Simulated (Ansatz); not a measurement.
# Preparing La2O3 (P-3m1) as a host crystal, part 4 of 4

Aim: the runs on the perfect crystal La2O3 (P-3m1) that a defect calculation needs first.

Ansatz 0.2.0; plane-wave PAW DFT, PBEsol; single point of the host's primitive cell on a dense mesh; PAW set soft_1 (the session's first sound run).

So far: Set-up; Primitive cell on a dense mesh; Self-consistent run; Defect free supercell relaxed from its symmetric sites; Defect free supercell relaxed from displaced atoms.

### Step 5. Defect free supercell relaxed from displaced atoms (continued)

Level of this step: plane-wave PAW DFT, PBEsol; relaxation of the defect-free supercell from random displacements, a test of the host's stability; PAW set soft_1 (Ansatz).

Relaxation path:

```tsv
step	energy less that of the first step (eV)	largest force component (eV/Å)
1	0.0000	1.4446
2	-0.1983	2.2884
3	-2.3947	0.0455
4	-2.3947	0.0455
5	-2.3746	0.1668
6	-2.4322	0.0556
7	-2.4679	0.0815
8	-2.4857	0.1516
9	-2.6223	0.0413
10	-2.6419	0.0061
11	-2.6419	0.0061
12	-2.6418	0.0338
13	-2.6424	0.0281
14	-2.6434	0.0019
15	-2.6434	0.0019
16	-2.6435	0.0067
```

Relaxation steps 5, 12 were tried and not accepted.

The atoms that moved most (Å, from the sites as typed, ahead of the random displacement, the mean shift of all atoms taken out):

```tsv
atom	dx	dy	dz	length
O55	0.001	0.001	0.343	0.343
O80	0.001	0.001	0.327	0.327
O10	0.001	0.000	0.325	0.325
O20	0.022	0.014	-0.322	0.323
O40	-0.002	-0.027	-0.321	0.323
O90	-0.025	0.012	-0.321	0.322
O85	0.026	-0.004	-0.319	0.320
O15	-0.020	-0.021	-0.317	0.318
```

The relaxation ends 29 meV an atom lower than the displaced start, with a largest force component of 0.0067 eV/Å.

### Step 6. Summary of results

* supercell relaxed in its symmetry less the displaced and relaxed one: 0.252 eV
* energy an atom at one point at (¼, ¼, ¼) less that on the dense mesh: 0.000 eV

**Reading.** Step 4: First to last step the energy falls by 0.407 eV; the largest move, 0.038 Å, is that of La22 and 35 other atoms alike. Step 5: The energy fell by 2.643 eV from the randomly displaced start; against the sites as typed, O55 ends farthest off, by 0.34 Å, once the mean shift is taken out. The symmetric structure is not the lowest in this supercell: displaced atoms fall into a lower one. All at zero temperature.

[Logs are printed without paths, hosts, clocks, repeated set-up lines and the standing remarks that a program may print on its own settings, such as how far it seeks lower states.]

[Hosts, paths, dates, database ids (printed as entryN), source tags and the programs' standing remarks are cut or masked in the printed files.]

[Runs of the host that timed out are not shown.]

[For some hosts the program warned that the k-mesh of the response run may be too coarse for force constants and the static dielectric constant; such warnings are not always shown.]
